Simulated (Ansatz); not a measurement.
# MgO (Periclase, Fm-3m): from the cell to its phonons, part 3 of 4

Aim: the vibrations of MgO (Periclase, Fm-3m), their spectra, and whether the structure is stable.

Ansatz 0.2.0; DFT PBEsol, scalar-relativistic, plane waves, PAW; PAW set soft_1.

So far. Step 3 (Tight relaxation): The forces vanish by symmetry and the pressure is -0.007 GPa, within the tolerances set. The cell now holds 9.36 Å³/atom. Step 4 (Zone-centre response): Before it was imposed, the acoustic sum rule was missed by 1.5e-4 eV/Å² and the charge sum rule by 5.7e-4 e. Small misses are needed for a sound result but don't prove that mesh and cutoff are converged. The lowest optical mode is real, 387 cm⁻¹. The relaxed cell has a = 4.215 Å (conventional setting).

The database entry behind the starting cell differs from later determinations by our own check (about 0.1 % long), so it need not match the best structure at ambient conditions.

## 5. The dispersion

Stability and thermal properties need the whole zone. Linear response on a 4×4×4 q mesh gives force constants as far as a supercell of that size would, and the tensors from the zone-centre run are typed in so that the long-range dipole term is interpolated apart.

Input file input.yaml:

```yaml
crystal:
  lattice:
    - [0.0, 2.1074634062, 2.1074634062]
    - [2.1074634062, 0.0, 2.1074634062]
    - [2.1074634062, 2.1074634062, 0.0]
  atoms:
    - { symbol: Mg, position: [0.0, 0.0, 0.0] }
    - { symbol: O, position: [0.5, 0.5, 0.5] }
kpoints:
  mp_grid: { grid: [8, 8, 8] }
hamiltonian:
  xc: pbesol
  pseudopotentials: { kind: paw, azcp: { folder: soft_1 }, xc_functional: pbe }
scf:
  occupations: { method: fixed }
output:
  eigenvalues: true
phonons:
  method: dfpt
  qmesh: [4, 4, 4]
  temperatures: { t_max: 1000, t_step: 50 }
  qpath:
    path:
      - [[0.0, 0.0, 0.0], [0.5, 0.0, 0.5], [0.625, 0.25, 0.625]]
      - [[0.375, 0.375, 0.75], [0.0, 0.0, 0.0], [0.5, 0.5, 0.5], [0.5, 0.25, 0.75], [0.5, 0.0, 0.5]]
    npoints: 10
  non_analytic_term:
    high_frequency_dielectric_tensor: [[3.2454, 0.0, 0.0], [0.0, 3.2454, 0.0], [0.0, 0.0, 3.2454]]
    born_effective_charges:
      - { species: Mg, tensor: [[1.9804, 0.0, 0.0], [0.0, 1.9804, 0.0], [0.0, 0.0, 1.9804]] }
      - { species: O, tensor: [[-1.9804, 0.0, 0.0], [0.0, -1.9804, 0.0], [0.0, 0.0, -1.9804]] }
    source: "zone-centre run at this cell"
```

Started as:

```console
> ansatz run input.yaml --threads 4 --pin off --max-ram 16384MiB --backend cpu --events-out ev --progress --plain --runs-dir out
```

Numbers of over 12 decimals in the logs are rounded to 6 here.

What it wrote:

```text
[...]
Crystal: 2 atoms, lattice volume = 18.720 Å³
Basis set: ecut = 420 eV, 339 PW (Γ), exchange–correlation on 40×40×40 points (8 copies of the dense FFT grid, shifted against one another)
Bands: 12, of which v1, the nominal top of the filled ones, is band 8 counted from 1 (7 counted from 0)
Symmetry: 48 space group operations
k-points: 29 of 512
[...]
SCF iter   1: F=—  HF=-2475.879216 eV  |F-HF|=—  |Δ(HF+E_count)|=         —  Δρ=7.14e-2  dr2=4.76e-1  ethr=3.10e-3  ⟨swp⟩=4.5  Hψ=1865  notcnv=0  defer=37
[...]
SCF iter   8: F=-2475.874096 eV  HF=-2475.874096 eV  |F-HF|=6.82e-12  |Δ(HF+E_count)|=  5.23e-10  Δρ=2.38e-7  dr2=5.92e-12  ethr=1.00e-12  ⟨swp⟩=5.8  Hψ=2120  notcnv=0
SCF 1 converged in 8 iterations: F = -2475.874096 eV  dr2 = 5.92e-12
[...]
NSCF: frozen V_eff on 29 k-points
[...]
DFPT response loops at q = (0, 0, 0) (fractional): preconditioner auto → none (the input reference at scf.mixing.eps_inf says where Resta's filter doesn't serve); β = 0.50; Broyden in place of MSR1
[...]
SCF converged after 8 iterations
Free energy (F): -2475.874096 eV
[...]
Internal energy: -2475.874096 eV  (E = F + TS)
E sigma→0 (E₀):  -2475.874096 eV
Fermi energy:    7.909144 eV
[...]
--- Band table (eV; the first three rows and the last of 29) ---
  k-point 0: bands = [... 4 lower, -9.2706, 7.9091, 7.9091, 7.9091, 12.5297, 23.5489, 23.5489, 23.5489]
  k-point 1: bands = [... 4 lower, -9.0992, 6.9423, 7.8057, 7.8057, 13.4490, 21.8463, 23.9045, 23.9045]
  k-point 2: bands = [... 4 lower, -8.6545, 5.2248, 7.5680, 7.5680, 14.8837, 20.3109, 24.4058, 24.4058]
  k-point 28: bands = [... 4 lower, -7.6375, 4.9364, 4.9364, 6.1254, 19.3979, 19.3979, 19.9592, 23.2881]
--- Phonons (Γ-DFPT): 2 representative perturbations + reference (Σ response iterations 7) ---
  ASR residual: 1.613e-4 → 0.000e0 eV/Å²; symmetrization residual: 1.402e-6 eV/Å²
  ASR residual per site (eV/Å²): 1.23e-4 1.61e-4
  Γ frequencies (cm⁻¹): 0.00 0.00 0.00 387.17 387.17 387.17
--- Phonons (arbitrary-q DFPT): 8 irreducible q on the 4×4×4 mesh ---
  q = [0.0000, 0.0000, 0.0000] (star 1, of the zone-centre solve; hermiticity 5.27e-7, symmetrization 1.01e-12): -0.00 -0.00 0.00 387.17 387.17 387.17
  q = [0.0000, 0.0000, 0.2500] (star 8, 2 solved perturbations on 288 of 512 k-point pairs; hermiticity 1.61e-8, symmetrization 6.59e-9): 179.24 179.24 320.04 378.15 378.15 659.95
[...]
q = [0.0000, 0.2500, 0.2500] (star 6, 4 solved perturbations in 528 linear systems a pass and spin channel, the states on 164 of 512 k-point pairs; hermiticity 1.22e-7, symmetrization 8.62e-9): 213.19 213.19 319.46 411.14 411.14 605.77
[...]
sum rule: each row above includes the acoustic sum rule's correction from the zone centre's row sums; it moved no ω² by more than (1.66 cm⁻¹)²
  mesh force constants: q→R imaginary residual 1.97e-18; ASR residual 1.613e-4 → 0.000e0 eV/Å²; symmetrization residual 5.329e-15 eV/Å²
  interpolated dispersion: 63 rows × 6 modes
  density of states and harmonic sums: on the 28×28×28 q-mesh, interpolated from the force constants of a 4×4×4 supercell (with the dipole–dipole term of supplied tensors)
  largest difference from the sums on the solved wave vectors: F 7.76e-3 eV, S 1.19e-5 and C_V 3.96e-6 eV/K
  zero-point energy: 0.144384 eV/cell   skipped modes (ω ≤ 0): 3   left out of the sums: 2.28e-5 of the cell's modes: C_V's classical limit lies that fraction below 3 k_B per atom; for a crystal, a wire or a layer, F and S can be off by more, and a phonons.interpolated_qmesh denser along its periods is the remedy for the sampling
```

It took 9.5 s on 4 threads of AMD EPYC 9R45, shared host; peak memory 0.61 GiB; 35 s of CPU time.

Numbers from this step:

- sum-rule residual before enforcement: 1.61e-4 eV/Å²
- lowest frequency on the path: 0 cm⁻¹
- highest frequency on the path or at a solved wavevector: 692.2 cm⁻¹
- mean frequency: 388.2 cm⁻¹
- Debye temperature (second moment): 750 K
- logarithmic mean frequency: 370.4 cm⁻¹
- lowest mode on the q mesh (acoustic modes at Γ apart): 179.2 cm⁻¹
- zero-point energy per atom: 72.19 meV
- heat capacity at 300 K: 18.69 J/(mol atoms K)
- vibrational entropy at 300 K: 14.10 J/(mol atoms K)

Frequencies (cm⁻¹) solved at each irreducible wavevector; negative means imaginary. Frequencies by wavevector, by row:

```
q in reciprocal lattice units  star  mode 1  mode 2  mode 3  mode 4  mode 5  mode 6
                        0 0 0     1       0       0       0   387.2   387.2   387.2
                     0 0 0.25     8   179.2   179.2     320   378.1   378.1     660
                     0 0 -0.5     4   271.1   271.1   352.9   352.9   537.2   555.9
                  0 0.25 0.25     6   213.2   213.2   319.5   411.1   411.1   605.8
                  0 0.25 -0.5    24   274.9   322.2   400.8   429.1     438   542.5
                 0 0.25 -0.25    12     261   313.9   362.3   404.6   448.1   573.7
                  0 -0.5 -0.5     3   284.1   284.1   414.5   436.4   436.4   534.5
              0.25 -0.5 -0.25     6     340     368     368   431.3   486.9   486.9
```

Interpolated from a 4×4×4 q mesh, with the LO-TO term (at Γ the limit along the path; where Γ stands inside the path, tables give the limit on arrival). Phonon branches along the path, in cm⁻¹:

```
    point  branch 1  branch 2  branch 3  branch 4  branch 5  branch 6
        Γ         0         0         0       387       387       692
  halfway       213       213       320       411       411       606
        X       284       284       414       436       436       534
  halfway       286       315       409       428       450       528
        U       290       378       391       406       479       510
jump to K       290       378       391       406       479       510
  halfway       209       252       345       364       421       625
        Γ         0         0         0       387       387       692
  halfway       179       179       320       378       378       660
        L       271       271       353       353       537       556
  halfway       288       322       382       429       472       532
        W       340       368       368       431       487       487
  halfway       312       315       403       435       450       522
        X       284       284       414       436       436       534
```

The phonon branches as a text plot (rows in cm⁻¹):

```
    678 |***                      **********
    649 |   *                    *          **
    620 |    ***                *             *
    591 |       *              *               **
    562 |        *           **                  ***
    534 |         *******   *                    *******      ***
    505 |                ***                    *   **  ** ***
    476 |                ** *                  *      * *****
    447 |           *****    ***                       *    *****
    418 |    ****************** **            *      ** ****  ***
    389 |****    *      ****   *  ***********       * ** * ***
    361 |       *        * *********         *********  ****
    332 |      *        *    ** *           *         ** *****
    303 |             ** ***   * *                  *****     **
    274 |    **   *******   ***            *    ******          *
    245 |       **             **             **
    216 |   *  *                ****         *
    187 |    **                           * *
    159 |                        ****      *
    130 |  **                     **     *
    101 |  *                        *     *
     72 | *                          *  **
     43 | *                          *  *
     14 |*                            **
         Γ           X  U|K            Γ         L        W     X
```

Tetrahedra on a 28×28×28 mesh, mean over bins of 10 cm-1. Interpolated from a 4×4×4 q mesh. Table of phonon density of states by wavenumber; read off at these points:

```
wavenumber (cm⁻¹)  phonon density of states (1/cm⁻¹/cell)
                5                                       0
               25                                  3.0e-5
               45                                  1.2e-4
               65                                  2.8e-4
               75                                  3.8e-4
               95                                  6.5e-4
              115                                   0.001
              135                                 0.00146
              155                                 0.00207
              175                                 0.00288
              195                                 0.00396
              215                                 0.00548
              225                                 0.00647
              245                                 0.00933
              265                                  0.0154
              285                                  0.0256
              305                                  0.0144
              325                                  0.0104
              345                                 0.00836
              355                                  0.0112
              375                                  0.0246
              395                                  0.0325
              405                                  0.0383
              415                                  0.0328
              435                                  0.0196
              455                                  0.0119
              475                                  0.0096
              485                                 0.00533
              505                                 0.00633
              525                                  0.0112
              535                                  0.0113
              545                                 0.00879
              565                                 0.00645
              585                                 0.00506
              605                                 0.00423
              625                                 0.00353
              635                                 0.00321
              655                                 0.00252
              675                                 0.00166
              695                                  5.0e-5
```

The partial phonon density of states has structure finer than the step of the table below, so its rows give means over 25 cm⁻¹, whole bins alone (the curve runs from -10 to 722 cm⁻¹). Peaks (cm⁻¹: height): Mg 284.5: 0.0217, 404.2: 0.0177; O 399.6: 0.0198, 528.5: 0.0106.

Phonopy on the run's constants, 21x21x21 mesh, Gaussian sigma 5.2 cm-1. Interpolated from a 4×4×4 q mesh. Table of partial phonon density of states by wavenumber; means over each step; values in 1/cm⁻¹/cell:

```
wavenumber (cm⁻¹)       Mg        O
               25   2.2e-5   1.3e-5
               50   9.2e-5   5.9e-5
               75   2.6e-4   1.6e-4
              100   4.7e-4   2.9e-4
              125   7.5e-4   4.4e-4
              150  0.00122   6.5e-4
              175  0.00194   9.4e-4
              200  0.00312  0.00129
              225  0.00497  0.00162
              250  0.00885  0.00199
              275   0.0182  0.00218
              300   0.0158  0.00165
              325  0.00959  0.00103
              350  0.00736  0.00430
              375  0.00738   0.0174
              400   0.0143   0.0193
              425   0.0106   0.0170
              450  0.00322  0.00974
              475  0.00247  0.00681
              500  0.00130  0.00426
              525   8.6e-4  0.00960
              550  0.00114  0.00725
              575  0.00152  0.00422
              600  0.00147  0.00293
              625  0.00130  0.00222
              650  0.00105  0.00165
              675   6.3e-4   9.6e-4
              700   6.7e-5   1.0e-4
```

Second derivatives of the energy by pair, one row for each kind of neighbour of each atom listed. Each entry sums the pair over the periodic images of the supercell that the q mesh stands for, and in a polar crystal it holds the long-range dipole part too. Force constants by pair, by row:

```
atom  neighbour  distance (Å)  third of the trace (eV/Å²)  along the pair's line (eV/Å²)
 Mg1     itself             0                       11.41                              –
 Mg1          O         2.107                      -1.382                         -1.407
 Mg1         Mg          2.98                     -0.1709                         -2.142
 Mg1          O          3.65                     -0.0294                         0.5997
 Mg1         Mg         4.215                     -0.2607                        -0.7903
 Mg1          O         4.712                      0.0699                         0.4162
 Mg1         Mg         5.162                     -0.0442                         -0.288
 Mg1         Mg         5.961                     -0.0026                        -0.2936
 Mg1          O         6.322                      0.0483                         0.1888
  O2     itself             0                       11.59                              –
  O2         Mg         2.107                      -1.382                         -1.407
  O2          O          2.98                     -0.2968                         -1.747
  O2         Mg          3.65                     -0.0294                         0.5997
  O2          O         4.215                      -0.013                        -0.3439
  O2         Mg         4.712                      0.0699                         0.4162
  O2          O         5.162                     -0.0484                        -0.2691
  O2          O         5.961                     -0.1306                        -0.4976
  O2         Mg         6.322                      0.0737                         0.1402
```

Harmonic thermodynamic functions per atom, from the density of states. Interpolated from a 4×4×4 q mesh. Thermodynamic functions, by row:

```
T (K)  F_vib (meV/atom)  S (J/mol-atom/K)  C_V (J/mol-atom/K)
    0             72.19                 0                   0
   50             72.18              0.13               0.468
  100             71.85             1.403               4.235
  200             67.47              7.47               13.72
  300             56.24              14.1               18.69
  400             38.56             19.84               21.09
  500             15.41              24.7               22.36
  600            -12.39             28.85               23.11
  700            -44.19             32.45               23.57
  800             -79.5             35.62               23.88
  900            -117.9             38.44                24.1
 1000            -159.1             40.99               24.26
```

Harmonic mean-square displacement, third of the trace. Interpolated from a 4×4×4 q mesh. Mean square displacements, by row:

```
T (K)  Mg1 U_eq (Å²)  O2 U_eq (Å²)
    0        0.00224       0.00264
  100        0.00241       0.00277
  300        0.00403       0.00405
  600        0.00727       0.00695
```

Symmetry leaves 8 wavevectors to solve. The lowest mode among them, the acoustic zeros apart, lies at q = (0, 0, 0.25) and is real, 179 cm⁻¹.

(Continued in part 4 of 4.)

[Logs are printed without paths, hosts, clocks, repeated set-up lines and the standing remarks that a program may print on its own settings, such as how far it seeks lower states.]

[Hosts, paths, dates, database ids (printed as entryN), source tags and the programs' standing remarks are cut or masked in the printed files.]
